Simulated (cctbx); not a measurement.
# Symmetry from intensities

Cell: a = 4.3830 Å, b = 4.3830 Å, c = 11.0600 Å, α = 90.00°, β = 90.00°, γ = 90.00°. Expected content of the cell: Pb4 Y2 Co4.

Simulated single-crystal data (cctbx): Mo Kα, λ = 0.71073 Å, to d = 0.6 Å, 70 % of the full sphere, strongest reflection 20000 counts, noise from counting, a 4 % proportional error and a noise floor of 2 counts (s.d.); no absorption.

Tests on the unmerged data give:

```text
2918 reflections to d = 0.600 A
centring   violations  <I/sigma> of those
    A        739 of  1496      8.8
    B        728 of  1466      8.9
    C        727 of  1462      9.0
    I          0 of  1468      0.0
    R        966 of  1942      8.9
    F       1097 of  2212      8.9
Laue class    unique    Rint  (classes that these axes allow; Friedel mates merged)
I 1 2/m 1         561   0.029
I 1 1 2/m         537   0.030
I 2/m 1 1         564   0.030
I m m m           328   0.032
I 4/m             279   0.033
I 4/m m m         187   0.034
space group    extra absences  I>4sigma  <I/sigma>
I 4 2 2                 0          0         -  acentric
I 4 m m                 0          0         -  acentric
I -4 m 2                0          0         -  acentric
I -4 2 m                0          0         -  acentric
I 4/m m m               0          0         -  centric
Wilson B = 0.69 A^2   <|E^2-1|> = 0.646 (0.968 centric, 0.736 acentric)   E^2>4: 0.0 %
shell (A)         n   <I/sigma>
 5.53 - 1.20     31     48.3
 1.20 - 0.95     26     47.8
 0.95 - 0.83     21     46.5
 0.83 - 0.76     22     46.6
 0.76 - 0.70     22     45.2
 0.70 - 0.66     19     40.2
 0.66 - 0.63     18     42.6
 0.63 - 0.60     28     39.4
```

Q: Read the symmetry from these tables.

The reflections that I centring forbids are absent (⟨I/σ⟩ near 0), so the lattice is I.

Rint stays low (0.029 to 0.034) up to I 4/m m m, the highest class in these axes.

5 settings pass the absence test. No glide or screw absences show, which leaves I 4 2 2, I 4 m m, I -4 m 2, I -4 2 m and I 4/m m m.

⟨|E²−1|⟩ = 0.646 leans to a non-centrosymmetric structure, or to twinning, which lowers it. Here that hint misleads: the statistic assumes many like atoms on general positions, and few, heavy or special-position atoms break it. The Wilson B of 0.69 Å² means U ≈ 0.0087 Å².

The true group is I4/mmm (no. 139), Laue class 4/mmm, centrosymmetric. The tables only narrow the choice to the tied entries; cell content, site symmetry and trial solutions must settle it.

The model is made up (kin elements in a known structure type, no relaxation), so it says nothing on whether the phase exists.

[Logs are printed without paths, hosts, clocks, repeated set-up lines and the standing remarks that a program may print on its own settings, such as how far it seeks lower states.]
